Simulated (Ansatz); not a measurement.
# How fast states decay through Mg5SeS4, part 2 of 2

Aim: relax a made-up compound, Mg5SeS4, and see how good a tunnel barrier it would be. It is built by putting Mg for Zn in the Zn5SeS4 structure of space group I-4m2, with the volume rescaled by atomic radii. The parent structure comes from the Materials Project.

Ansatz 0.2.0; PBE DFT, plane waves, PAW files (the session's first sound run).

So far. Step 4 (Complex bands): At the listed wavevectors the last open channel is at -0.40 eV and the next at +2.96 eV on the grid, wider than the gap, since narrow bands can fall between grid energies. At +1.40 eV, the grid energy nearest the filling level (the middle of the gap on the SCF mesh), the slowest state at the listed wavevectors decays with κ = 0.232 Å⁻¹, its amplitude falling by e over 4.3 Å. Through 1 nm of this crystal that state's transmission falls by exp(−2 × 0.232 Å⁻¹ × 10 Å) = 0.0097.

The structure was built from a prototype and need not be the compound's stable phase.

### 6. Band edges at another level, cutoff 1170.09 eV (continued)

Electronic bands along the path, in eV, zero at the Fermi level (highest filled level under fixed occupations); v1 is the highest filled band, c1 the lowest empty one:

| point | v4 | v3 | v2 | v1 | c1 | c2 | c3 | c4 |
| --- | --- | --- | --- | --- | --- | --- | --- | --- |
| VBM | -0.77 | -0.71 | -0.67 | 0.00 | 4.62 | 4.70 | 5.32 | 5.35 |
| halfway | -0.59 | -0.57 | -0.54 | -0.04 | 4.27 | 4.61 | 4.66 | 4.72 |
| CBM | -0.61 | -0.29 | -0.08 | -0.08 | 2.88 | 3.76 | 3.87 | 4.54 |

The searched edges give 2.88 eV, as on the mesh.

### 7. Complex bands at another level, cutoff 1170.09 eV

This step: PBE DFT, plane waves, norm-conserving files; complex bands by layer matching along the plane's normal (Ansatz 0.2.0).

The complex bands at that level, over its own gap, at (0, 0) and (0, -0.5).

input.yaml reads:

```yaml
crystal:
  lattice:
    - [4.072425016, 0.0, 0.0]
    - [0.0, 4.072425016, 0.0]
    - [2.036212508, 2.036212508, 14.372193806]
  atoms:
    - { symbol: Mg, position: [0.6955908255, 0.6955908255, 0.608818349] }
    - { symbol: Mg, position: [0.3044091745, 0.3044091745, 0.391181651] }
    - { symbol: Mg, position: [0.9024100873, 0.9024100873, 0.1951798254] }
    - { symbol: Mg, position: [0.5, 0.5, 0.0] }
    - { symbol: Mg, position: [0.0975899127, 0.0975899127, 0.8048201746] }
    - { symbol: Se, position: [0.25, 0.75, 0.5] }
    - { symbol: S, position: [0.8535197296, 0.3535197296, 0.2929605408] }
    - { symbol: S, position: [0.4511996181, 0.9511996181, 0.0976007638] }
    - { symbol: S, position: [0.0488003819, 0.5488003819, 0.9023992362] }
    - { symbol: S, position: [0.6464802704, 0.1464802704, 0.7070394592] }
kpoints:
  mp_grid: { grid: [6, 6, 6] }
scf:
  occupations: { method: fixed }
hamiltonian:
  xc: pbe
  pseudopotentials: { kind: nc }
output:
  eigenvalues: true
  transmission:
    leads: [[0, 0]]
    kpoints: [[0.0, 0.0], [0.0, -0.5]]
    e_range: [-1.0, 3.88]
    de: 0.12
```

Command:

```bash
$ ansatz run input.yaml --threads 2 --pin off --max-ram 4096MiB --backend cpu --events-out ev --progress --plain --runs-dir out
```

Run time: 4.9 min. Hardware: 2 threads of Intel Xeon 6975P-C (Granite Rapids), shared host; peak memory 2.7 GiB.

Numbers from this step:

* free energy: -12591.8425 eV
* Fermi energy: 3.530 eV
* gap on the k-mesh: 2.879 eV
* level to which the leads are filled: 1.440 eV from the Fermi level
* decay constant at the filling level, zone centre: 0.2313 Å⁻¹
* decay constant at the filling level, slowest listed point: 0.2313 Å⁻¹

K parallel (0, 0); values up to 1.254 1/Å, a degenerate pair printed once or twice; energies at which all values exceed this have no row. The Im kz of the slowest decaying states by energy, zero at the highest filled level on the SCF mesh:

| energy (eV) | decay 1 (Å⁻¹) | decay 2 (Å⁻¹) | decay 3 (Å⁻¹) | decay 4 (Å⁻¹) |
| --- | --- | --- | --- | --- |
| -1.00 | 0.0885 | 0.757 | - | - |
| -0.76 | 0.0132 | 0.0856 | 0.740 | - |
| -0.52 | 0.0700 | 0.722 | 1.23 | - |
| -0.28 | 0.0229 | 0.202 | 0.703 | 1.21 |
| -0.04 | 0.133 | 0.183 | 0.684 | 1.19 |
| 0.20 | 0.177 | 0.359 | 0.664 | 1.16 |
| 0.44 | 0.203 | 0.437 | 0.642 | 1.13 |
| 0.68 | 0.220 | 0.490 | 0.620 | 1.11 |
| 0.92 | 0.229 | 0.528 | 0.597 | 1.08 |
| 1.16 | 0.233 | 0.558 | 0.572 | 1.05 |
| 1.40 | 0.231 | 0.545 | 0.581 | 1.02 |
| 1.64 | 0.224 | 0.517 | 0.598 | 0.990 |
| 1.88 | 0.212 | 0.486 | 0.612 | 0.958 |
| 2.12 | 0.194 | 0.453 | 0.622 | 0.924 |
| 2.36 | 0.167 | 0.416 | 0.629 | 0.889 |
| 2.60 | 0.128 | 0.374 | 0.633 | 0.853 |
| 2.84 | 0.0499 | 0.325 | 0.635 | 0.814 |
| 3.08 | 0.265 | 0.635 | 0.774 | - |
| 3.32 | 0.184 | 0.632 | 0.730 | - |
| 3.56 | 0.0101 | 0.628 | 0.683 | - |
| 3.80 | 0.0218 | 0.621 | 0.633 | - |

K parallel (0, -0.5); values up to 1.254 1/Å, a degenerate pair printed once or twice; energies at which all values exceed this have no row. Im kz of the slowest decaying states against energy, zero at the highest filled level on the SCF mesh:

| energy (eV) | decay 1 (Å⁻¹) | decay 2 (Å⁻¹) | decay 3 (Å⁻¹) |
| --- | --- | --- | --- |
| -1.00 | 0.746 | 1.21 | - |
| -0.88 | 0.00739 | 0.621 | 1.20 |
| -0.76 | 0.370 | 1.19 | - |
| -0.64 | 0.637 | 1.17 | - |
| -0.52 | 0.110 | 0.706 | 1.16 |
| -0.40 | 0.166 | 0.739 | 1.15 |
| -0.28 | 0.204 | 0.754 | 1.14 |
| -0.04 | 0.258 | 0.720 | 1.11 |
| 0.08 | 0.279 | 0.755 | 1.10 |
| 0.20 | 0.297 | 0.794 | 1.09 |
| 0.32 | 0.312 | 0.816 | 1.07 |
| 0.44 | 0.326 | 0.830 | 1.06 |
| 0.56 | 0.337 | 0.841 | 1.05 |
| 0.68 | 0.348 | 0.848 | 1.03 |
| 0.80 | 0.356 | 0.854 | 1.02 |
| 0.92 | 0.364 | 0.858 | 1.01 |
| 1.04 | 0.371 | 0.860 | 0.995 |
| 1.16 | 0.376 | 0.861 | 0.981 |
| 1.28 | 0.381 | 0.861 | 0.968 |
| 1.52 | 0.387 | 0.859 | 0.941 |
| 1.64 | 0.389 | 0.857 | 0.927 |
| 1.76 | 0.391 | 0.854 | 0.913 |
| 1.88 | 0.391 | 0.851 | 0.899 |
| 2.00 | 0.390 | 0.847 | 0.885 |
| 2.12 | 0.389 | 0.842 | 0.871 |
| 2.24 | 0.387 | 0.837 | 0.857 |
| 2.36 | 0.384 | 0.832 | 0.843 |
| 2.48 | 0.380 | 0.826 | 0.828 |
| 2.60 | 0.376 | 0.814 | 0.819 |
| 2.72 | 0.370 | 0.799 | 0.813 |
| 2.84 | 0.364 | 0.784 | 0.805 |
| 3.08 | 0.349 | 0.754 | 0.790 |
| 3.20 | 0.339 | 0.738 | 0.781 |
| 3.32 | 0.329 | 0.723 | 0.773 |
| 3.44 | 0.317 | 0.707 | 0.764 |
| 3.56 | 0.304 | 0.691 | 0.754 |
| 3.68 | 0.289 | 0.674 | 0.744 |
| 3.80 | 0.272 | 0.658 | 0.734 |

At the listed wavevectors the last open channel is at -0.40 eV and the next at +2.96 eV on the grid, wider than the gap, since narrow bands can fall between grid energies. At +1.40 eV, the grid energy nearest the filling level (the middle of the gap on the SCF mesh), the slowest state at the listed wavevectors decays with κ = 0.231 Å⁻¹, its amplitude falling by e over 4.3 Å; the first such run, plane (001), gave 0.232 Å⁻¹ over as many of its listed wavevectors.

### 8. Outcome

```
band gap                                         : 2.89 eV
least decay constant at mid-gap, normal to (001) : 0.232 Å⁻¹
least decay constant on a mesh, normal to (001)  : 0.231 Å⁻¹
least decay constant, norm-conserving files      : 0.231 Å⁻¹
```

With PBE, the slowest decay at the wavevectors tried is κ = 0.232 Å⁻¹, normal to (001). Through such a film the transmission near mid-gap falls as exp(−2κd), a factor of ten every 5.0 Å. A free electron under a barrier of half the gap would need a mass of 0.14 mₑ to decay at this rate. With norm-conserving files the gap goes from 2.89 to 2.88 eV and the decay constant, over the first 2 listed wavevectors (which shift with the band edges), from 0.232 to 0.231 Å⁻¹. The compound is made up by substitution; its stability against other phases and against distortions of the cell's symmetry was not tested. A semilocal functional narrows gaps, so real decay constants are likely larger.

[Logs are printed without paths, hosts, clocks, repeated set-up lines and the standing remarks that a program may print on its own settings, such as how far it seeks lower states.]

[Hosts, paths, dates, database ids (printed as entryN), source tags and the programs' standing remarks are cut or masked in the printed files.]
